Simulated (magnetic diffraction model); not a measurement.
# Magnetic neutron pattern of NdV₂O₄F

Space group P4/mmm (no. 123), a = 3.4160 Å, c = 7.9880 Å.

| site | atom | x | y | z |
| --- | --- | --- | --- | --- |
| 1a | Nd | 0 | 0 | 0 |
| 2h | V | 1/2 | 1/2 | 0.2727 |
| 1b | F | 0 | 0 | 1/2 |
| 4i | O | 0 | 1/2 | 0.1627 |

This is a made-up structure (elements placed in a structure type, unrelaxed), so the numbers test the method and describe no known phase.

Only Nd and V are taken to order (form factors of Nd3+ and V3+); orders and moment sizes are assumed, and not adapted to the symmetry. Radiation: neutrons of λ = 1.909 Å, 8° to 90°; isotropic B of 0.2 Å² (Nd), 0.35 Å² (V), 0.33 Å² (F) and 0.32 Å² (O). The intensities are simulated: I ∝ L Σ (|F_N|² + |F_M⊥|²) for unpolarised neutrons, with F_M = 2.695 fm/μB × Σ f(s) S exp(2πi Q·r) exp(−B s²) at Q = H ± k (one set where k and −k are equivalent), only the part normal to Q counting and L = 1/(sin²θ cos θ). For collinear order S is the moment m, which repeats by lattice and centring translations R with the sign exp(−2πi k·R). Form factors are spin-only for 3d ions and dipole or tabulated for f ions, scattering lengths are Sears's of 1992, and absorption is left out. A label names one of the reflections at its angle. The strongest nuclear line in the range is 100, and lines under 0.2 are left out.

Assume the order k = (1/2 0 0), collinear moments along [111], 2.5 μB on Nd and 1.52 μB on V; signs + at (0, 0, 0), − at (1/2, 1/2, 0.2727), − at (1/2, 1/2, 0.7273).

Predict the pattern, nuclear and magnetic parts apart.

```csv
2θ (°),index,nuclear,magnetic
13.73,(0 0 1),100.0,0.0
16.06,(1/2 0 0),0.0,32.3
21.19,(1/2 0 1),0.0,11.4
27.65,(0 0 2),1.5,0.0
32.14,(1/2 0 2),0.0,6.2
32.45,(1 0 0),36.8,0.0
35.38,(1 0 1),1.2,0.0
36.41,(1/2 1 0),0.0,9.8
39.08,(1/2 1 1),0.0,8.2
42.01,(0 0 3),26.1,0.0
43.15,(1 0 2),34.8,0.0
45.26,(1/2 0 3),0.0,1.4
46.32,(1/2 1 2),0.0,7.5
46.55,(1 1 0),10.7,0.0
48.77,(1 1 1),17.2,0.0
49.56,(3/2 0 0),0.0,2.1
51.68,(3/2 0 1),0.0,2.3
54.07,(1 0 3),0.8,0.0
55.01,(1 1 2),87.1,0.0
56.78,(1/2 1 3),0.0,2.6
57.70,(3/2 0 2),0.0,2.3
59.73,(1/2 0 4),0.0,0.8
60.49,(3/2 1 0),0.0,2.5
62.36,(3/2 1 1),0.0,3.1
64.49,(1 1 3),68.8,0.0
66.94,(3/2 0 3),0.0,1.0
67.24,(1 0 4),20.5,0.0
67.77,(3/2 1 2),0.0,3.1
67.95,(2 0 0),65.8,0.0
69.64,(1/2 1 4),0.0,1.6
69.71,(2 0 1),20.3,0.0
70.34,(1/2 2 0),0.0,1.6
72.07,(1/2 2 1),0.0,2.3
73.38,(0 0 5),3.1,0.0
74.86,(2 0 2),1.1,0.0
75.70,(1/2 0 5),0.0,0.4
76.38,(3/2 1 3),0.0,1.6
76.66,(1 1 4),60.2,0.0
77.17,(1/2 2 2),0.0,2.2
77.33,(2 1 0),17.3,0.0
78.94,(3/2 0 4),0.0,0.7
79.01,(2 1 1),0.7,0.0
82.53,(1 0 5),0.2,0.0
83.20,(2 0 3),35.7,0.0
83.97,(2 1 2),25.2,0.0
84.78,(1/2 1 5),0.0,0.8
85.45,(1/2 2 3),0.0,1.4
87.96,(3/2 1 4),0.0,1.2
```
(The table stops after 48 lines; 1 more lie at higher angle.)

The strongest magnetic line in the range is (1/2 0 0) at 16.06° (32.3). On top of the Lorentz factor, which all lines share, magnetic lines fade with angle because f falls: for Nd3+ it is 0.98, 0.90, 0.79 and 0.54 at sin θ/λ = 0.1, 0.2, 0.3 and 0.5 Å⁻¹, while nuclear lengths stay constant. The order has no net moment.

[Logs are printed without paths, hosts, clocks, repeated set-up lines and the standing remarks that a program may print on its own settings, such as how far it seeks lower states.]
